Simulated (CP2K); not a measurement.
Consider nitrosonium at its PBE geometry (Å).

```xyz
2

N     0.0000    0.0000   -0.5386
O     0.0000    0.0000    0.5386
```

Method: CP2K XAS_TDP, all-electron GAPW, PBEh(45%), aug-cc-pVTZ, TDA, GW2X-corrected core level, no relativity.

Q: Predict the bright core excitations at the N K edge.

Leading lines: N1 403.76 eV. The leading line of an atom is its first one with 35 % of the strongest within 2.5 eV of its lowest line over the strength cut. Core ionisation energies at this level: N1 424.95 eV.

The first six lines of each atom with a strength over 0.0015:

| atom | energy (eV) | states | strength, one atom | above the computed threshold |
| --- | --- | --- | --- | --- |
| N1 (bonded to O) | 403.76 | 2 | 0.1698 |  |
|  | 417.14 | 1 | 0.0071 |  |
|  | 418.93 | 3 | 0.0154 |  |
|  | 422.05 | 2 | 0.0029 |  |
|  | 422.07 | 1 | 0.0440 |  |
|  | 424.70 | 1 | 0.0070 |  |

Lines are vertical, at one geometry, with no vibrational structure. GW2X ionisation energies and lines can be off by 1 to 2 eV either way, and a good line position may hide errors that cancel. These values hold no scalar relativity, about 0.2 eV for N 1s. Rydberg lines, and the discretised continuum above threshold, depend on the basis and the box. The ion (charge +1) is isolated, with no counter-ion or solvent.

[Banner, clock and machine lines of the logs are left out without a mark of their own.]

[Logs are printed without paths, hosts, clocks, repeated set-up lines and the standing remarks that a program may print on its own settings, such as how far it seeks lower states.]

[Hosts, paths, dates, database ids (printed as entryN), source tags and the programs' standing remarks are cut or masked in the printed files.]
